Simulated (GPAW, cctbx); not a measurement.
# NaTl2SbBr6: what bonding does to one electron reflection, worked out

NaTl2SbBr6, Fm-3m (no. 225), a = 11.3496 Å, b = 11.3496 Å, c = 11.3496 Å, α = 90.00°, β = 90.00°, γ = 90.00°.

| atom | mult. | x | y | z |
| --- | --- | --- | --- | --- |
| Tl1 | 8 | 1/4 | 3/4 | 3/4 |
| Sb1 | 4 | 0 | 0 | 0 |
| Br1 | 24 | 0 | 0 | 0.7534 |
| Na1 | 4 | 1/2 | 0 | 0 |

The start was made by putting kin elements into a known structure type; the compound need not exist, or be stable, in this form.

A DFT run (GPAW, PBE, 450 eV, 3×3×3 k-points, Fermi–Dirac width 0.05 eV) gives the static X-ray structure factor of 111 as 170.632 e for the conventional cell; superposed free atoms give 171.198 e. **Problem.** Find the Fourier component V of the crystal potential and the two-beam extinction distance at 200 kV in both cases.

## Step 1: Geometry

The cell volume is Ω = 1461.96 Å³ and d(111) = 6.5527 Å, so g = 1/d = 0.1526 Å⁻¹.

## Step 2: The nuclei

Electrons feel nuclei as well as electrons, so the nuclear charges are summed with the same phases.

Phase sums Σ exp(2πi h·x), turned so that the total is real and positive: Tl 0.000, Sb +4.000, Br +0.516, Na -4.000. Then F_Z = 81 × (0.000) + 51 × (+4.000) + 35 × (+0.516) + 11 × (-4.000) = 178.05 e. The electron term has the same sign for this reflection.

## Step 3: Mott–Bethe

Poisson's equation, term by term, gives V = (e/4πε₀)(F_Z − F)/(πΩg²), with e/4πε₀ = 14.3996 V Å.

The prefactor is 14.3996 × 6.5527²/(π × 1461.96) = 0.13462 V per electron. Free atoms: (178.05 − 171.198) × 0.13462 = 0.923 V. Crystal: (178.05 − 170.632) × 0.13462 = 0.999 V. F changes by -0.33 % and V by +8.3 %: the same 0.57 e is measured against F_Z − F = 6.9 e in place of F = 171.2 e.

## Step 4: Extinction distance

In the two-beam case ξ = 1/(λU) with U = 2γm₀eV/h², that is ξ = 150.41 V Å²/(γλV).

At 200 kV, λ = 0.02508 Å and γ = 1.3914. Free atoms: ξ = 4670 Å. Crystal: ξ = 4314 Å. The thickness fringes go as sin²(πt/ξ), so the two patterns slip by a quarter of a period when t|1/ξ₁ − 1/ξ₀| = 1/4, at t ≈ 1414 nm, thicker than usual samples. Thermal motion, absorption and many-beam coupling, left out here, change a real pattern.

## Step 5: Answer

V(111) is 1.00 V against 0.92 V, and ξ is 4314 against 4670 Å. Limits: static atoms, two beams.
